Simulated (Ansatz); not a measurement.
# How Co(0001) screens a field

Where does the screening charge of Co(0001) sit?

Main program and level: Ansatz 0.2.0; plane-wave DFT, LDA, Ansatz PAW.

This is a report of a sequence of runs, with the program logs left out and the cost of each run kept.

### Step 1. Starting point

The cell holds 6 atoms: 6 Co. Its edges and angles: a = 2.510 Å, b = 2.510 Å, c = 28.178 Å, α = 90.0°, β = 90.0°, γ = 60.0°. Vacuum lies along c.

### Step 2. Single point, field 0

A sawtooth potential applies the field, turning back in the middle of the vacuum. With the dipole correction the typed value is the field outside the slab. The induced dipole is small, so the SCF threshold is tight.

Input file input.yaml:

```yaml
crystal:
  lattice:
    - [2.51, 0.0, 0.0]
    - [1.255, 2.1737237635, 0.0]
    - [0.0, 0.0, 28.17805]
  atoms:
    - { symbol: Co, position: [0.6666666667, 0.6666666667, 0.3193975453], spin: 1.7 }
    - { symbol: Co, position: [0.0, 0.0, 0.3916385272], spin: 1.7 }
    - { symbol: Co, position: [0.6666666667, 0.6666666667, 0.4638795091], spin: 1.7 }
    - { symbol: Co, position: [0.0, 0.0, 0.5361204909], spin: 1.7 }
    - { symbol: Co, position: [0.6666666667, 0.6666666667, 0.6083614728], spin: 1.7 }
    - { symbol: Co, position: [0.0, 0.0, 0.6806024547], spin: 1.7 }
magnetization:
  spin_polarized: true
kpoints:
  mp_grid: { grid: [24, 24, 1] }
hamiltonian:
  xc: lda
scf:
  occupations: { method: fermi_dirac, width: 0.1 }
  convergence: { dr2_threshold: 1.0e-10 }
efield:
  axis: 3
  dipole_correction: true
  ramp_position: 0.97
  ramp_width: 0.06
  amplitude: 0
output:
  forces: true
  write_potential: true
  write_density: true
  volumetric_format: npy
```

Launch:

```bash
$ ansatz run input.yaml --threads 4 --pin off --max-ram 6144MiB --backend cpu --events-out ev --progress --plain --runs-dir out
```

Run time: 1.8 min. Hardware: 4 threads of Arm Neoverse V1, shared host; peak memory 1.1 GiB.

Read from the output:

```
energy at zero smearing   : -30374.1632 eV
total moment              : 9.865 μB
site moments              : 1.755, 1.684, 1.640, 1.640, 1.684, 1.755 μB
work function, upper face : 5.334 eV
dipole along the normal   : -3.85e-7 e·Å
```

Running mean over 2.03561 Å of the planar mean; the ramp of the sawtooth is left out. The electron's electrostatic potential energy less the Fermi level by z:

```csv
z (Å),electron's electrostatic potential energy less the Fermi level (eV)
4,5.33
5,5.33
6,5.28
7,4.57
8,-3.13
9,-10.00
10,-10.2
11,-10.2
12,-10.2
13,-10.2
14,-10.2
15,-10.2
16,-10.2
17,-10.2
18,-10.2
19,-10.1
20,-5.24
21,4.11
22,5.24
23,5.33
24,5.33
25,5.33
```

Site moment by atom:

```csv
atom,site moment (μB)
Co1,1.75
Co2,1.68
Co3,1.64
Co4,1.64
Co5,1.68
Co6,1.75
```

Force by atom:

```csv
atom,x (eV/Å),y (eV/Å),z (eV/Å),size
Co1,0.00,0.00,1.04,1.04
Co2,0.00,0.00,-0.35,0.35
Co3,0.00,0.00,0.14,0.14
Co4,0.00,0.00,-0.14,0.14
Co5,0.00,0.00,0.35,0.35
Co6,0.00,0.00,-1.04,1.04
```

The work function of the upper face is 5.33 eV.

### Step 3. Single point, field 0.05 V/Å

Changes to input.yaml since step 2:

```diff
@@ -26,3 +26,3 @@
   ramp_width: 0.06
-  amplitude: 0
+  amplitude: 0.05
 output:
```

Wall time 99 s (4 threads); peak memory 1.1 GiB; 6.3 min of CPU time.

The dipole is 0.0204 e·Å.

### Step 4. Atoms held, field -0.05 V/Å

Changes to input.yaml since step 3:

```diff
@@ -26,3 +26,3 @@
   ramp_width: 0.06
-  amplitude: 0.05
+  amplitude: -0.05
 output:
```

Elapsed: 100 s, on 4 threads; peak memory 1.1 GiB; 6.3 min of CPU time.

The dipole is -0.0204 e·Å.

### Step 5. Atoms held, field 0.1 V/Å

Changes to input.yaml since step 4:

```diff
@@ -26,3 +26,3 @@
   ramp_width: 0.06
-  amplitude: -0.05
+  amplitude: 0.1
 output:
```

It took 1.7 min on 4 threads; peak memory 1.1 GiB; 6.3 min of CPU time.

The dipole is 0.0408 e·Å.

### Step 6. Atoms held, field -0.1 V/Å

Changes to input.yaml since step 5:

```diff
@@ -26,3 +26,3 @@
   ramp_width: 0.06
-  amplitude: 0.1
+  amplitude: -0.1
 output:
```

Elapsed: 1.7 min, on 4 threads; peak memory 1.1 GiB.

The dipole is -0.0408 e·Å.

### Step 7. Atoms held, field 0.2 V/Å

Changes to input.yaml since step 6:

```diff
@@ -26,3 +26,3 @@
   ramp_width: 0.06
-  amplitude: -0.1
+  amplitude: 0.2
 output:
```

Wall time 1.7 min (4 threads); peak memory 1.1 GiB; 6.6 min of CPU time.

The dipole is 0.0816 e·Å.

### Step 8. Atoms held, field -0.2 V/Å

Changes to input.yaml since step 7:

```diff
@@ -26,3 +26,3 @@
   ramp_width: 0.06
-  amplitude: 0.2
+  amplitude: -0.2
 output:
```

Elapsed: 1.7 min, on 4 threads; peak memory 1.1 GiB.

The dipole is -0.0816 e·Å.

### Step 9. Single point, field 0.4 V/Å

Changes to input.yaml since step 8:

```diff
@@ -26,3 +26,3 @@
   ramp_width: 0.06
-  amplitude: -0.2
+  amplitude: 0.4
 output:
@@ -32 +32,2 @@
   volumetric_format: npy
+  elf: true
```

The job ended after 1.7 min (4 threads; peak memory 1.1 GiB).

Running mean over 2.03561 Å of the planar mean, with the applied field; the ramp of the sawtooth is left out. The electron's electrostatic potential energy less the Fermi level by z:

z (Å), electron's electrostatic potential energy less the Fermi level (eV) and a bar from the least value:
```
        4        4.0 #########################
        5        4.4 #########################
        6        4.7 ##########################
        7        4.4 #########################
        8       -3.2 ############
        9      -10.0 
       10      -10.2 
       11      -10.2 
       12      -10.2 
       13      -10.2 
       14      -10.2 
       15      -10.2 
       16      -10.2 
       17      -10.2 
       18      -10.2 
       19      -10.1 
       20       -5.2 #########
       21        4.3 #########################
       22        5.7 ############################
       23        6.2 #############################
       24        6.6 #############################
       25        7.0 ##############################
```

The dipole is 0.163 e·Å.

### Step 10. The response

This step: plane-wave DFT, LDA, Ansatz PAW; screening of a field by a metal slab (Ansatz 0.2.0).

The dipoles give the slope, and the difference of two potentials shows where the field is screened.

This step gave:

- equivalent conductor thickness p/(ε₀AE): 13.53 Å
- distance between the outer atoms: 10.18 Å
- inner field over outer field: -9.95e-4
- image plane, upper face: 1.679 Å
- induced electrons on the upper face over ε₀E: -0.9993
- image plane, lower face: 1.679 Å
- induced electrons on the lower face over ε₀E: 0.9991

The dipole of the cell by applied field:

```csv
applied field (V/Å),dipole of the cell (e·Å)
-0.200,-0.0816
-0.100,-0.0408
-0.050,-0.0204
0.000,-3.8e-7
0.050,0.0204
0.100,0.0408
0.200,0.0816
0.400,0.163
```

The total moment stays at 9.87 μB for applied field from -0.2 to 0.4 V/Å.

Local field over the applied field, running mean. From the potentials at -0.05 and 0.05 V/Å; running mean over 2.03561 Å. Local field over applied field against z:

```csv
z (Å),local field over applied field
4.5,0.996
5.0,0.989
5.5,0.972
6.0,0.929
6.5,0.839
7.0,0.678
7.5,0.452
8.0,0.236
8.5,0.0762
9.0,-0.00442
9.5,-0.0111
10.0,-4.1e-4
10.5,0.00184
11.0,-2.9e-4
11.5,-0.00147
12.0,-0.00129
12.5,-0.00129
13.0,-0.00157
13.5,-0.00115
14.0,-5.4e-4
14.5,-9.1e-4
15.0,-0.00150
15.5,-0.00145
16.0,-0.00120
16.5,-0.00144
17.0,-9.3e-4
17.5,0.00120
18.0,0.00111
18.5,-0.00593
19.0,-0.0134
19.5,0.0378
20.0,0.172
20.5,0.370
21.0,0.602
21.5,0.791
22.0,0.904
22.5,0.960
23.0,0.985
23.5,0.994
24.0,0.998
```

Electrons, planar mean, per unit field. Induced electron density against z:

z (Å), induced electron density (e/Å³ per V/Å) and a bar from the least value:
```
        5    0.00006 ##############
        6    0.00045 ################
        7    0.00214 #######################
        8    0.00375 ##############################
        9   -0.00016 #############
       10    0.00009 ##############
       11   -0.00003 #############
       12    0.00004 ##############
       13   -0.00005 #############
       14   -0.00001 ##############
       15    0.00003 ##############
       16   -0.00004 #############
       17    0.00005 ##############
       18   -0.00014 #############
       19    0.00036 ###############
       20   -0.00308 
       21   -0.00262 ##
       22   -0.00062 ###########
       23   -0.00009 #############
       24   -0.00001 #############
```

By hand: between -0.05 and 0.05 V/Å the dipole changes by 0.04081 e·Å, a slope of 0.4081 e·Å²/V. A perfect conductor of thickness t has p = ε₀AEt, so t = 180.95 × 0.4081 / 5.456 = 13.53 Å (e/ε₀ = 180.95 V·Å, A in Å²). Less the 10.18 Å between the outer atoms, and halved, that puts each image plane 1.68 Å out.

The induced dipole is that of a conductor 13.53 Å thick.

### Step 11. A changed input

This step: plane-wave DFT, LDA, Ansatz PAW (Ansatz 0.2.0).

An input spoilt on purpose, to show how the run answers: it repeats the earlier run at 0.05 V/Å with efield.amplitude from 0.05 to 0 and efield.dipole_correction from true to false, and scf.max_iter set to 50.

Changes to input.yaml since step 9:

```diff
@@ -21,8 +21,9 @@
   convergence: { dr2_threshold: 1.0e-10 }
+  max_iter: 50
 efield:
   axis: 3
-  dipole_correction: true
+  dipole_correction: false
   ramp_position: 0.97
   ramp_width: 0.06
-  amplitude: 0.4
+  amplitude: 0
 output:
@@ -32,2 +33 @@
   volumetric_format: npy
-  elf: true
```

Elapsed: 0.02 s, on 4 threads; peak memory 0.031 GiB; 0.02 s of CPU time.

The input was rejected at the start.

The program's message: “Error: invalid value for `efield.amplitude`: is zero with dipole_correction: false — the section would apply nothing; set a non-zero amplitude, enable dipole_correction, or remove the block”

The fault put into the input: a field block that applies nothing.

### Step 12. A changed input: efield.ramp_width = 0.04

Another changed input: it repeats the earlier run at 0.05 V/Å with efield.ramp_width from 0.06 to 0.04.

Changes to input.yaml since step 11:

```diff
@@ -21,9 +21,8 @@
   convergence: { dr2_threshold: 1.0e-10 }
-  max_iter: 50
 efield:
   axis: 3
-  dipole_correction: false
+  dipole_correction: true
   ramp_position: 0.97
-  ramp_width: 0.06
-  amplitude: 0
+  ramp_width: 0.04
+  amplitude: 0.05
 output:
```

Run time: 97 s. Hardware: 4 threads; peak memory 1.1 GiB; 6.2 min of CPU time.

This step gave:

```
energy at zero smearing : -30374.1637 eV
site moments            : 1.755, 1.684, 1.641, 1.640, 1.684, 1.755 μB
dipole along the normal : 0.02040 e·Å
```

Force by atom:

```csv
atom,x (eV/Å),y (eV/Å),z (eV/Å),size
Co1,0.00,0.00,1.04,1.04
Co2,0.00,0.00,-0.35,0.35
Co3,0.00,0.00,0.14,0.14
Co4,0.00,0.00,-0.14,0.14
Co5,0.00,0.00,0.35,0.35
Co6,0.00,0.00,-1.04,1.04
```

```csv
quantity,this run,earlier run,difference
dipole along the normal (e·Å),0.02040,0.02040,3.0e-7
total moment (μB),9.865,9.865,-1.7e-7
```

Nothing in the table moves by 0.01 in its unit (for the dipole 0.5 % and 5e-5 e·Å).

### Step 13. Outcome

| Item | Value |
| --- | --- |
| work function | 5.33 eV |
| image plane, upper face | 1.68 Å |
| induced electrons on the upper face over ε₀E | -0.999 |
| equivalent conductor thickness p/(ε₀AE) | 13.5 Å |
| inner field over outer field | -1.0e-3 |

**Reading.** The induced charge has its centre 1.68 Å outside the outermost atoms; this is the plane from which a capacitor's gap or an image potential counts. The equivalent conductor thickness exceeds the distance between the outer atoms by 3.36 Å, about the sum of the two image-plane distances. In the middle of the slab the field is screened to under 0.5 % of its outer value. The atoms are held at bulk positions with the tabulated experimental lattice constant. The magnetic order is the one reached from the typed start; other orders were not compared.

[Long decimals in the printed logs are rounded to 6 places.]

[Logs are printed without paths, hosts, clocks, repeated set-up lines and the standing remarks that a program may print on its own settings, such as how far it seeks lower states.]

[Hosts, paths, dates, database ids (printed as entryN), source tags and the programs' standing remarks are cut or masked in the printed files.]

[Maps of the electrostatic potential energy from Ansatz leave out the sawtooth potential of an applied field or a dipole correction, so their vacuum need not be flat; planar profiles and work functions include it.]
